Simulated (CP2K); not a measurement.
The C K edge of ethynylacetonitrile was computed by TDDFT (CP2K XAS_TDP, aug-cc-pVDZ, TDA) at these levels: PBEh(45%), PBEh(45%) + GW2X and PBEh(60%). The first three lines of C1 (bonded to C and H) with a strength over 0.0015, energy in eV and strength:

```tsv
run	first	second	third
1	288.30 (0.048)	288.48 (0.047)	290.90 (0.004)
2	286.04 (0.057)	286.23 (0.056)	289.34 (0.010)
3	282.04 (0.049)	282.21 (0.048)	284.63 (0.004)
```

**Question.** Which run is which?

Run 1: PBEh(45%) + GW2X (45 % exact exchange). Run 2: PBEh(60%) (60 % exact exchange). Run 3: PBEh(45%) (45 % exact exchange). Self-interaction lifts the core level, so the uncorrected lines rise with the share of exact exchange. The GW2X run keeps the spacings of its parent: 0.18 eV between the first two lines in run 1, 0.17 eV in run 3. Its shift is +6.26 eV, since the Kohn–Sham level at this share of exchange lies that far above the quasiparticle level.

[Banner, clock and machine lines of the logs are left out without a mark of their own.]

[Logs are printed without paths, hosts, clocks, repeated set-up lines and the standing remarks that a program may print on its own settings, such as how far it seeks lower states.]

[Hosts, paths, dates, database ids (printed as entryN), source tags and the programs' standing remarks are cut or masked in the printed files.]
